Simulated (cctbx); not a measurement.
# TbBeC2: as given, inverted or twinned?

Space group Amm2 (no. 38), a = 3.5820 Å, b = 4.4850 Å, c = 5.8130 Å, α = 90.00°, β = 90.00°, γ = 90.00°.

```
atom  mult.    x       y       z  Ueq (Å²)
 Tb1      2    0     1/2  0.5045    0.0113
  C1      4  1/2  0.6634  0.8107    0.0238
 Be1      2  1/2     1/2  0.1225    0.0235
```

The model is made up (kin elements in a known structure type, no relaxation), so it says nothing on whether the phase exists.

Data sets are simulated with cctbx and refined with Bijvoet mates kept apart; Flack x is then fitted as the share of an inverted twin with the atoms fixed, Hooft y from the Bijvoet differences. The group is acentric but holds improper operations, so there is an absolute structure (orientation) and no hand.

Untwinned crystal. What Flack and Hooft values should come out?

| λ (Å) | extinction (unmodelled) | d min (Å) | top counts | error (%) | model | R1 | Flack x | s.u. | Hooft y | s.u. | pairs |
| --- | --- | --- | --- | --- | --- | --- | --- | --- | --- | --- | --- |
| 0.71073 | 0 | 0.77 | 5000 | 4 | as given | 0.0112 | 0.11 | 0.13 | 0.186 | 0.140 | 60 |
| 0.71073 | 0 | 0.77 | 5000 | 4 | inverted | 0.0133 | 0.87 | 0.13 | 0.806 | 0.141 | 60 |
| 1.54184 | 0 | 0.83 | 20000 | 6 | as given | 0.0133 | 0.02 | 0.04 | 0.037 | 0.052 | 49 |

With Mo Kα, the s.u. is too large to fix the absolute structure. With Cu Kα, x is within 3 s.u. of 0, so the absolute structure is right. Inverting the model turns x into about 1 − x.

A further crystal gives:

| λ (Å) | extinction (unmodelled) | d min (Å) | top counts | error (%) | model | R1 | Flack x | s.u. | Hooft y | s.u. | pairs |
| --- | --- | --- | --- | --- | --- | --- | --- | --- | --- | --- | --- |
| 1.54184 | 0.3 | 0.83 | 70000 | 6 | as given | 0.0236 | 0.74 | 0.07 | 0.767 | 0.070 | 50 |

**Question.** What is it?

It was simulated as an inversion twin with a fraction 0.8 of the inverted domain. Flack x is over 3 s.u. from both 0 and 1 and reads that fraction.

[Logs are printed without paths, hosts, clocks, repeated set-up lines and the standing remarks that a program may print on its own settings, such as how far it seeks lower states.]
